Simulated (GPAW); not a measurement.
# TaSi2N4 monolayer: simulated STM images

What would a tunnelling microscope show on TaSi2N4 monolayer?

Program: GPAW 26.7.0. Level of theory: GPAW, PAW setups; layer in a repeated cell with vacuum, relaxation of atoms and in-plane cell, in the first sound run; inputs show where later runs differ. Results are calculated unless marked as measured.

## (1) Set-up

The cell holds 7 atoms: 4 N, 2 Si and 1 Ta. Its edges and angles: a = 2.920 Å, b = 2.920 Å, c = 23.328 Å, α = 90.0°, β = 90.0°, γ = 120.0°. Vacuum lies along c.

## (2) Relaxation

The atoms are relaxed first, since the surface dipole, and with it the work function, follows the positions of the outer layers.

run.py

```python
import json
import numpy as np
from ase import Atoms
from ase.filters import FrechetCellFilter
from ase.optimize import BFGS
from gpaw import GPAW, PW

slab = Atoms(
    ['N', 'Si', 'N', 'Ta', 'N', 'Si', 'N'],
    positions=[
        [0.00000, 0.00000, 8.00000],
        [-0.00000, 1.68586, 8.46943],
        [-0.00000, 1.68586, 10.21943],
        [0.00000, 0.00000, 11.66382],
        [-0.00000, 1.68586, 13.10822],
        [-0.00000, 1.68586, 14.85822],
        [0.00000, 0.00000, 15.32765]],
    cell=[[2.92, 0.0, 0.0], [-1.46, 2.52879, 0.0], [0.0, 0.0, 23.3276]],
    pbc=[True, True, True],
    magmoms=[0.0, 0.0, 0.0, 1.0, 0.0, 0.0, 0.0])

slab.calc = GPAW(mode=PW(600), xc='PBE', kpts={'size': (12, 12, 1), 'gamma': True},
                 occupations={'name': 'fermi-dirac', 'width': 0.05}, nbands='200%',
                 convergence={'density': 1e-05}, maxiter=200,
                 symmetry={'tolerance': 1e-3}, txt='slab.txt')
result = {}
# The in-plane cell is free; stress needs a cell that repeats along all three vectors
path = []
opt = BFGS(FrechetCellFilter(slab, mask=[1, 1, 0, 0, 0, 1]), maxstep=0.2)
opt.attach(lambda: path.append((slab.get_potential_energy(), slab.positions.tolist(), slab.get_forces().tolist())))
result['relaxed'] = bool(opt.run(fmax=0.02, steps=45))
result['path'] = path
result['cell'] = slab.cell.tolist()
print('in-plane lattice', slab.cell.cellpar().round(4)[[0, 1, 5]])
energy = slab.get_potential_energy()
fermi = slab.calc.get_fermi_level()
v = slab.calc.get_electrostatic_potential().mean((0, 1)) - fermi
n = slab.calc.get_pseudo_density().mean((0, 1))
L = slab.cell[2, 2]
z = np.arange(len(v)) * L / len(v)
low, high = slab.positions[:, 2].min(), slab.positions[:, 2].max()
below, above = np.interp([low - 5.8, high + 5.8], z, v)
slopes = [np.interp(x, z, np.gradient(v, z)) for x in (low - 5.8, high + 5.8)]
eps = np.array([[slab.calc.get_eigenvalues(k, s) for k in range(len(slab.calc.get_ibz_k_points()))]
                for s in range(slab.calc.get_number_of_spins())]) - fermi
top, bottom = eps[eps < 0].max(), eps[eps > 0].min()
dipole = slab.get_dipole_moment()[2]
print(f'energy {energy:.4f} eV, Fermi level {fermi:.4f} eV, dipole {dipole:.5f} e A')
print(f'potential 5.8 A off the faces, from the Fermi level: lower {below:.4f} eV, upper {above:.4f} eV')
print(f'slope of the potential there: lower {slopes[0]:.5f}, upper {slopes[1]:.5f} eV/A')
print(f'nearest levels on the mesh: {top:.4f} and {bottom:.4f} eV')
print('magnetic moment', round(slab.get_magnetic_moment(), 3))
result.update(energy=energy, fermi=fermi, dipole=dipole, below=below, above=above, slopes=slopes, edges=[top, bottom],
              z=z.tolist(), v=v.tolist(), n=n.tolist(), positions=slab.positions.tolist(),
              forces=slab.get_forces(apply_constraint=False).tolist(), moments=slab.get_magnetic_moments().tolist())
json.dump(result, open('result.json', 'w'))
```

Command:

```
$ OMP_NUM_THREADS=1 OPENBLAS_NUM_THREADS=1 python run.py
```

The log of the run:

```text
Step          Energy          fmax
BFGS:    0      -59.402908        3.469170
BFGS:    1      -59.712205        1.869015
BFGS:    2      -59.942732        0.731722
BFGS:    3      -59.968093        0.685632
BFGS:    4      -60.054102        0.780036
BFGS:    5      -60.089158        0.592761
BFGS:    6      -60.120009        0.159159
BFGS:    7      -60.123891        0.145961
BFGS:    8      -60.130182        0.113856
BFGS:    9      -60.139190        0.096236
BFGS:   10      -60.147264        0.061652
BFGS:   11      -60.148882        0.015274
in-plane lattice [  2.9396   2.9396 120.    ]
energy -60.1399 eV, Fermi level 0.8536 eV, dipole 0.00082 e A
potential 5.8 A off the faces, from the Fermi level: lower 5.4116 eV, upper 5.4075 eV
slope of the potential there: lower 0.00038, upper 0.00139 eV/A
nearest levels on the mesh: -0.0246 and 0.0169 eV
magnetic moment 0.675
```

Wall time 52 min (1 thread of Arm Neoverse V1, shared host); peak memory 0.8 GiB.

Numbers from this step:

```yaml
dipole_along_the_normal: 8.21e-4 e·Å
levels_nearest_the_fermi_level_on_the_mesh: -0.02463, 0.01690 eV from the Fermi level
site_moments: 0.003695, 0.006527, 0.004921, 0.4171, 0.004921, 0.006527, 0.003695 μB
sum_of_the_site_moments: 0.4474 μB
```

The electrostatic potential energy of an electron (without an applied field's), less the Fermi level, planar mean oscillates, so the rows of the table below give means over windows of 1.04 Å about each position, cut where the curve ends. Its maxima inside the range that stand out by 2 % of the span (Å: eV): 9.8: 0.164, 10.8: -8.13, 12.5: -8.13, 13.6: 0.158. Its minima: 8.2: -22.8, 10.5: -12.5, 11.7: -27.5, 12.9: -12.5, 15.1: -22.8.

Table of electrostatic potential energy of an electron (without an applied field's), less the Fermi level, planar mean by z; means over each step:

| z (Å) | electrostatic potential energy of an electron (without an applied field's), less the Fermi level, planar mean (eV) |
| --- | --- |
| 0.52 | 5.41 |
| 1.56 | 5.41 |
| 2.60 | 5.41 |
| 3.64 | 5.41 |
| 4.68 | 5.41 |
| 5.72 | 5.39 |
| 6.76 | 4.71 |
| 7.80 | -9.57 |
| 8.84 | -15.0 |
| 9.88 | -3.54 |
| 10.92 | -12.9 |
| 11.96 | -19.9 |
| 13.00 | -7.50 |
| 14.04 | -6.36 |
| 15.08 | -18.5 |
| 16.12 | 2.33 |
| 17.16 | 5.30 |
| 18.20 | 5.40 |
| 19.24 | 5.40 |
| 20.28 | 5.41 |
| 21.32 | 5.41 |
| 22.36 | 5.41 |

The pseudo valence density, planar mean oscillates, so the rows of the table below give means over windows of 1 Å about each position, cut where the curve ends. Its maxima inside the range that stand out by 2 % of the span (Å: e/Å³): 8.1: 0.855, 10.5: 0.773, 11.8: 1.51, 12.8: 0.773, 15.2: 0.855. Its minima: 9.3: 0.239, 10.9: 0.665, 12.4: 0.665, 14.0: 0.239.

Table of pseudo valence density, planar mean by z; means over each step:

z (Å), pseudo valence density, planar mean (e/Å³) and a bar:
```
        5       0.00 
        6       0.00 
        7       0.09 ###
        8       0.69 ###################
        9       0.35 ##########
       10       0.52 ##############
       11       0.85 ########################
       12       1.08 ##############################
       13       0.66 ##################
       14       0.29 ########
       15       0.70 ###################
       16       0.25 #######
       17       0.01 
       18       0.00 
       19       0.00
```

Site moment by atom:

| atom | site moment (μB) |
| --- | --- |
| N1 | 0.004 |
| Si2 | 0.007 |
| N3 | 0.005 |
| Ta4 | 0.417 |
| N5 | 0.005 |
| Si6 | 0.007 |
| N7 | 0.004 |

The relaxation lowered the energy of the cell by 0.743 eV (energies extrapolated to zero smearing; the optimiser's log prints free energies). The largest force left on a free atom is 0.015 eV/Å.

## (3) The slab's potential

The work function is the vacuum plateau of the electrostatic potential less the Fermi level; a dipole layer lets the two faces have plateaus of their own.

This step: GPAW, PAW setups; slab in vacuum (GPAW 26.7.0).

The cell differs from the one that the last finished run ended in (c 23.328 → 23.101 Å).

run.py

```python
import json
import numpy as np
from ase import Atoms
from ase.dft.stm import STM
from gpaw import GPAW, PW

slab = Atoms(
    ['N', 'Si', 'N', 'Ta', 'N', 'Si', 'N'],
    positions=[
        [-0.00000, 0.00000, 8.00000],
        [-0.00000, 1.69716, 8.51853],
        [-0.00000, 1.69716, 10.27976],
        [0.00000, -0.00000, 11.55038],
        [-0.00000, 1.69716, 12.82102],
        [-0.00000, 1.69716, 14.58225],
        [-0.00000, -0.00000, 15.10078]],
    cell=[[2.93957, 0.0, 0.0], [-1.46979, 2.54574, 0.0], [0.0, 0.0, 23.1008]],
    pbc=[True, True, False],
    magmoms=[0.0, 0.0, 0.0, 1.0, 0.0, 0.0, 0.0])

slab.calc = GPAW(mode=PW(500), xc='PBE', kpts={'size': (12, 12, 1), 'gamma': True},
                 occupations={'name': 'fermi-dirac', 'width': 0.05}, nbands='200%',
                 convergence={'density': 1e-05}, maxiter=200,
                 poissonsolver={'dipolelayer': 'xy'},
                 symmetry={'tolerance': 1e-3}, txt='slab.txt')
result = {}
energy = slab.get_potential_energy()
fermi = slab.calc.get_fermi_level()
v = slab.calc.get_electrostatic_potential().mean((0, 1)) - fermi
n = slab.calc.get_pseudo_density().mean((0, 1))
L = slab.cell[2, 2]
z = np.arange(len(v)) * L / len(v)
low, high = slab.positions[:, 2].min(), slab.positions[:, 2].max()
below, above = np.interp([low - 5.8, high + 5.8], z, v)
slopes = [np.interp(x, z, np.gradient(v, z)) for x in (low - 5.8, high + 5.8)]
eps = np.array([[slab.calc.get_eigenvalues(k, s) for k in range(len(slab.calc.get_ibz_k_points()))]
                for s in range(slab.calc.get_number_of_spins())]) - fermi
top, bottom = eps[eps < 0].max(), eps[eps > 0].min()
dipole = slab.get_dipole_moment()[2]
print(f'energy {energy:.4f} eV, Fermi level {fermi:.4f} eV, dipole {dipole:.5f} e A')
print(f'potential 5.8 A off the faces, from the Fermi level: lower {below:.4f} eV, upper {above:.4f} eV')
print(f'slope of the potential there: lower {slopes[0]:.5f}, upper {slopes[1]:.5f} eV/A')
print(f'nearest levels on the mesh: {top:.4f} and {bottom:.4f} eV')
print('magnetic moment', round(slab.get_magnetic_moment(), 3))
result.update(energy=energy, fermi=fermi, dipole=dipole, below=below, above=above, slopes=slopes, edges=[top, bottom],
              z=z.tolist(), v=v.tolist(), n=n.tolist(), positions=slab.positions.tolist(),
              forces=slab.get_forces(apply_constraint=False).tolist(), moments=slab.get_magnetic_moments().tolist())

# Images need the states of the whole zone, up to time reversal
slab.calc = slab.calc.fixed_density(symmetry={'point_group': False}, txt='states.txt', nbands='290%',
                                    convergence={'bands': 'CBM+1.8'})
stm = STM(slab)
result['stm'] = []
for bias in [-2.0, -1.0, 1.5]:
    height = high + 3.0
    current = stm.get_averaged_current(bias, height)
    x, y, h = stm.scan(bias, current)
    i, f = divmod(height / L * stm.ldos.shape[2], 1)
    I = abs((1 - f) * stm.ldos[:, :, int(i)] + f * stm.ldos[:, :, int(i) + 1])
    print(f'bias {bias} V: mean current at 3.0 A {current:.4e}, corrugation {np.ptp(h):.4f} A')
    result['stm'].append(dict(bias=bias, current=current, h=(h - high).tolist(), I=I.tolist()))
json.dump(result, open('result.json', 'w'))
```

The log of the run:

```text
energy -58.3889 eV, Fermi level 0.9280 eV, dipole -0.00047 e A
potential 5.8 A off the faces, from the Fermi level: lower 5.3978 eV, upper 5.4082 eV
slope of the potential there: lower -0.00086, upper 0.00086 eV/A
nearest levels on the mesh: -0.0186 and 0.0120 eV
magnetic moment 0.655
bias -2.0 V: mean current at 3.0 A 1.1358e-05, corrugation 0.4446 A
bias -1.0 V: mean current at 3.0 A 2.6139e-06, corrugation 0.3789 A
bias 1.5 V: mean current at 3.0 A 5.9101e-06, corrugation 0.1662 A
```

Elapsed: 9.8 min, on 1 thread; peak memory 1.1 GiB.

Numbers from this step:

| Item | Value |
| --- | --- |
| dipole along the normal | -4.71e-4 e·Å |
| levels nearest the Fermi level on the mesh | -0.01859, 0.01201 eV from the Fermi level |
| upper work function | 5.408 eV |
| lower work function | 5.398 eV |
| site moments | 0.003586, 0.006404, 0.004714, 0.4048, 0.004714, 0.006404, 0.003586 μB |
| corrugation -2 | 0.4446 Å |
| corrugation -1 | 0.3789 Å |
| corrugation 1.5 | 0.1662 Å |
| sum of the site moments | 0.4343 μB |

The electrostatic potential energy of an electron (without an applied field's), less the Fermi level, planar mean oscillates, so the rows of the table below give means over windows of 1.06 Å about each position, cut where the curve ends. Its maxima inside the range that stand out by 2 % of the span (Å: eV): 9.6: 0.175, 10.7: -8.14, 12.4: -8.14, 13.5: 0.181. Its minima: 8.1: -22.8, 10.3: -12.7, 11.6: -27.5, 12.8: -12.7, 15.0: -22.8.

The electrostatic potential energy of an electron (without an applied field's), less the Fermi level, planar mean by z; means over each step:

| z (Å) | electrostatic potential energy of an electron (without an applied field's), less the Fermi level, planar mean (eV) |
| --- | --- |
| 0.53 | 5.40 |
| 1.59 | 5.40 |
| 2.65 | 5.40 |
| 3.71 | 5.40 |
| 4.77 | 5.39 |
| 5.83 | 5.34 |
| 6.89 | 3.80 |
| 7.95 | -15.5 |
| 9.01 | -9.50 |
| 10.07 | -6.32 |
| 11.13 | -17.8 |
| 12.19 | -14.3 |
| 13.25 | -4.39 |
| 14.31 | -13.8 |
| 15.37 | -10.7 |
| 16.43 | 4.63 |
| 17.49 | 5.38 |
| 18.55 | 5.40 |
| 19.61 | 5.41 |
| 20.67 | 5.41 |
| 21.73 | 5.41 |
| 22.79 | 5.41 |

The pseudo valence density, planar mean by z:

| z (Å) | pseudo valence density, planar mean (e/Å³) |
| --- | --- |
| 5.0 | 1.3e-4 |
| 5.5 | 6.6e-4 |
| 6.0 | 0.00323 |
| 6.5 | 0.0167 |
| 7.0 | 0.0906 |
| 7.5 | 0.421 |
| 8.0 | 0.840 |
| 8.5 | 0.548 |
| 9.0 | 0.268 |
| 9.5 | 0.284 |
| 10.0 | 0.613 |
| 10.5 | 0.752 |
| 11.0 | 0.752 |
| 11.5 | 1.50 |
| 12.0 | 0.887 |
| 12.5 | 0.731 |
| 13.0 | 0.671 |
| 13.5 | 0.318 |
| 14.0 | 0.251 |
| 14.5 | 0.456 |
| 15.0 | 0.854 |
| 15.5 | 0.544 |
| 16.0 | 0.123 |
| 16.5 | 0.0237 |
| 17.0 | 0.00451 |
| 17.5 | 8.8e-4 |
| 18.0 | 1.8e-4 |
| 18.5 | 3.7e-5 |

Tip height over the top atom over a1 and a2. Sample bias -2 V, constant current at the mean current 3.0 Å over the top atom.

Values in Å, 16 rows by 16 columns:
```
3.21 3.20 3.17 3.12 3.08 3.03 2.96 2.92 2.92 2.96 3.03 3.08 3.12 3.17 3.20 3.21
3.19 3.17 3.13 3.07 3.03 2.98 2.93 2.91 2.93 2.98 3.03 3.07 3.13 3.17 3.19 3.20
3.16 3.12 3.07 3.02 2.98 2.94 2.91 2.91 2.94 2.98 3.02 3.07 3.12 3.16 3.17 3.17
3.11 3.08 3.03 2.98 2.94 2.91 2.90 2.91 2.94 2.98 3.03 3.08 3.11 3.12 3.12 3.12
3.06 3.03 2.98 2.94 2.91 2.89 2.89 2.91 2.94 2.98 3.03 3.06 3.07 3.06 3.06 3.07
3.00 2.96 2.93 2.91 2.90 2.89 2.90 2.91 2.93 2.96 3.00 3.01 3.00 2.99 3.00 3.01
2.93 2.92 2.91 2.91 2.91 2.91 2.91 2.91 2.92 2.93 2.94 2.94 2.94 2.94 2.94 2.94
2.91 2.92 2.93 2.94 2.94 2.94 2.93 2.92 2.91 2.89 2.89 2.89 2.89 2.89 2.89 2.89
2.93 2.96 2.98 2.98 2.98 2.98 2.96 2.93 2.89 2.87 2.85 2.83 2.83 2.85 2.87 2.89
3.00 3.03 3.03 3.02 3.03 3.03 3.00 2.94 2.89 2.85 2.80 2.78 2.80 2.85 2.89 2.94
3.06 3.08 3.07 3.07 3.08 3.06 3.01 2.94 2.89 2.83 2.78 2.78 2.83 2.89 2.94 3.01
3.11 3.12 3.13 3.12 3.11 3.07 3.00 2.94 2.89 2.83 2.80 2.83 2.89 2.94 3.00 3.07
3.16 3.17 3.17 3.16 3.12 3.06 2.99 2.94 2.89 2.85 2.85 2.89 2.94 2.99 3.06 3.12
3.19 3.20 3.19 3.17 3.12 3.06 3.00 2.94 2.89 2.87 2.89 2.94 3.00 3.06 3.12 3.17
3.21 3.21 3.20 3.17 3.12 3.07 3.01 2.94 2.89 2.89 2.94 3.01 3.07 3.12 3.17 3.20
3.22 3.21 3.19 3.16 3.11 3.06 3.00 2.93 2.91 2.93 3.00 3.06 3.11 3.16 3.19 3.21
```
Columns: a1 from 0 to 0.938; rows upwards: a2 from 0 to 0.938.

Local density of states summed over the bias window over a1 and a2. Sample bias -2 V, constant height 3.0 Å over the top atom.

Ten even steps from '0' (0.44 × 1e-5 arbitrary) to '9' (1.80 × 1e-5 arbitrary):
```
9998754224578999
9986543234568999
9865432234568999
8754321234578888
6543211234567667
5432111234555455
3222222223333333
2233333222222222
3444444321011012
5555555320000023
6766765321001235
8888875321012357
9999864320023468
9999865321235689
9999875322357899
9999865323568999
```
Columns: a1 from 0 to 0.938; rows upwards: a2 from 0 to 0.938.

Tip height over the top atom over a1 and a2. Sample bias -1 V, constant current at the mean current 3.0 Å over the top atom.

Values in Å, 16 rows by 16 columns:
```
3.13 3.12 3.10 3.07 3.06 3.05 3.01 2.97 2.97 3.01 3.05 3.06 3.07 3.10 3.12 3.13
3.12 3.10 3.06 3.06 3.06 3.04 2.99 2.97 2.99 3.04 3.06 3.06 3.06 3.10 3.12 3.13
3.10 3.07 3.06 3.06 3.05 3.01 2.98 2.98 3.01 3.05 3.06 3.06 3.07 3.10 3.11 3.11
3.07 3.06 3.06 3.05 3.02 2.99 2.98 2.99 3.02 3.05 3.06 3.06 3.07 3.08 3.08 3.08
3.04 3.05 3.04 3.01 2.99 2.99 2.99 2.99 3.01 3.04 3.05 3.04 3.04 3.04 3.04 3.04
3.00 3.01 2.99 2.98 2.98 2.99 2.98 2.98 2.99 3.01 3.00 2.97 2.97 2.98 2.97 2.97
2.96 2.97 2.97 2.98 2.99 2.99 2.98 2.97 2.97 2.96 2.93 2.91 2.91 2.91 2.91 2.93
2.95 2.97 2.99 3.01 3.02 3.01 2.99 2.97 2.95 2.92 2.89 2.86 2.86 2.86 2.89 2.92
2.96 3.01 3.04 3.05 3.05 3.04 3.01 2.96 2.92 2.88 2.85 2.80 2.80 2.85 2.88 2.92
3.00 3.05 3.06 3.06 3.06 3.05 3.00 2.93 2.89 2.85 2.78 2.75 2.78 2.85 2.89 2.93
3.04 3.06 3.06 3.06 3.06 3.04 2.97 2.91 2.86 2.80 2.75 2.75 2.80 2.86 2.91 2.97
3.07 3.07 3.06 3.07 3.07 3.04 2.97 2.91 2.86 2.80 2.78 2.80 2.86 2.91 2.97 3.04
3.10 3.10 3.10 3.10 3.08 3.04 2.98 2.91 2.86 2.85 2.85 2.86 2.91 2.98 3.04 3.08
3.12 3.12 3.12 3.11 3.08 3.04 2.97 2.91 2.89 2.88 2.89 2.91 2.97 3.04 3.08 3.11
3.13 3.13 3.13 3.11 3.08 3.04 2.97 2.93 2.92 2.92 2.93 2.97 3.04 3.08 3.11 3.13
3.13 3.13 3.12 3.10 3.07 3.04 3.00 2.96 2.95 2.96 3.00 3.04 3.07 3.10 3.12 3.13
```
Columns: a1 from 0 to 0.938; rows upwards: a2 from 0 to 0.938.

Local density of states summed over the bias window over a1 and a2. Sample bias -1 V, constant height 3.0 Å over the top atom.

Values in units of 1e-6 arbitrary, 16 rows by 16 columns:
```
3.5 3.4 3.2 3.1 3.1 3.0 2.7 2.2 2.2 2.7 3.0 3.1 3.1 3.2 3.4 3.5
3.5 3.2 3.0 3.0 3.1 3.0 2.5 2.2 2.5 3.0 3.1 3.0 3.0 3.2 3.5 3.6
3.4 3.1 3.0 3.1 3.0 2.7 2.3 2.3 2.7 3.0 3.1 3.0 3.1 3.4 3.6 3.6
3.2 3.1 3.1 3.0 2.7 2.5 2.4 2.5 2.7 3.0 3.1 3.1 3.2 3.3 3.4 3.3
2.9 3.0 3.0 2.7 2.5 2.5 2.5 2.5 2.7 3.0 3.0 2.9 2.9 2.9 2.9 2.9
2.6 2.7 2.5 2.3 2.4 2.5 2.4 2.3 2.5 2.7 2.6 2.5 2.4 2.5 2.4 2.5
2.3 2.2 2.2 2.3 2.5 2.5 2.3 2.2 2.2 2.3 2.1 2.0 2.0 2.0 2.0 2.1
2.1 2.2 2.5 2.7 2.7 2.7 2.5 2.2 2.1 1.9 1.7 1.7 1.7 1.7 1.7 1.9
2.3 2.7 3.0 3.0 3.0 3.0 2.7 2.3 1.9 1.6 1.4 1.4 1.4 1.4 1.6 1.9
2.6 3.0 3.1 3.1 3.1 3.0 2.6 2.1 1.7 1.4 1.2 1.1 1.2 1.4 1.7 2.1
2.9 3.1 3.0 3.0 3.1 2.9 2.5 2.0 1.7 1.4 1.1 1.1 1.4 1.7 2.0 2.5
3.2 3.1 3.0 3.1 3.2 2.9 2.4 2.0 1.7 1.4 1.2 1.4 1.7 2.0 2.4 2.9
3.4 3.2 3.2 3.4 3.3 2.9 2.5 2.0 1.7 1.4 1.4 1.7 2.0 2.5 2.9 3.3
3.5 3.4 3.5 3.6 3.4 2.9 2.4 2.0 1.7 1.6 1.7 2.0 2.4 2.9 3.4 3.6
3.5 3.5 3.6 3.6 3.3 2.9 2.5 2.1 1.9 1.9 2.1 2.5 2.9 3.3 3.6 3.6
3.5 3.5 3.5 3.4 3.2 2.9 2.6 2.3 2.1 2.3 2.6 2.9 3.2 3.4 3.5 3.5
```
Columns: a1 from 0 to 0.938; rows upwards: a2 from 0 to 0.938.

(Part 1 of 2 ends here.)

[Logs are printed without paths, hosts, clocks, repeated set-up lines and the standing remarks that a program may print on its own settings, such as how far it seeks lower states.]

[Hosts, paths, dates, database ids (printed as entryN), source tags and the programs' standing remarks are cut or masked in the printed files.]
